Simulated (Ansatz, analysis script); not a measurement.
# Calculated records

```
Easy axis and orbital moments of MnBe3
1.0
     3.25174    0.00000    0.00000
     0.00000    3.25174    0.00000
     0.00000    0.00000    3.25174
Be Mn
3 1
Direct
  0.00000 0.50000 0.50000
  0.50000 0.00000 0.50000
  0.50000 0.50000 0.00000
  0.00000 0.00000 0.00000
# method: LDA, PAW set soft_1 (files made for PBE); spinors with self-consistent spin–orbit coupling, one run a direction (and 2 further levels or steps)
# program: Ansatz 0.2.0 and analysis script 1
# settings of one run: cutoff 420 eV, 21×21×21 k-mesh, Fermi-Dirac occupations, smearing width 0.1 eV, starting moments 0 0 0 0.85 μB
# notes: All of this holds for the ferromagnetic order, the only one run; whether the real compound orders so is not tested. In doubt: the program’s search for lower states was switched off, so a lower magnetic state than those reached may exist.
# easy direction among those tried, spin–orbit part: not resolved
# hardest less easiest direction, mesh 21x21x21: 0 meV a cell of 4 atoms
# orbital moment of Mn no. 4 along its axis, moments [001]: -9.0e-4 μB
```

[Logs and program files are shortened in this print: banners, set-up blocks, solver, clock and traceback lines can be left out without a mark of their own.]

[Logs are printed without paths, hosts, clocks, repeated set-up lines and the standing remarks that a program may print on its own settings, such as how far it seeks lower states.]

[Hosts, paths, dates, database ids (printed as entryN), source tags and the programs' standing remarks are cut or masked in the printed files.]
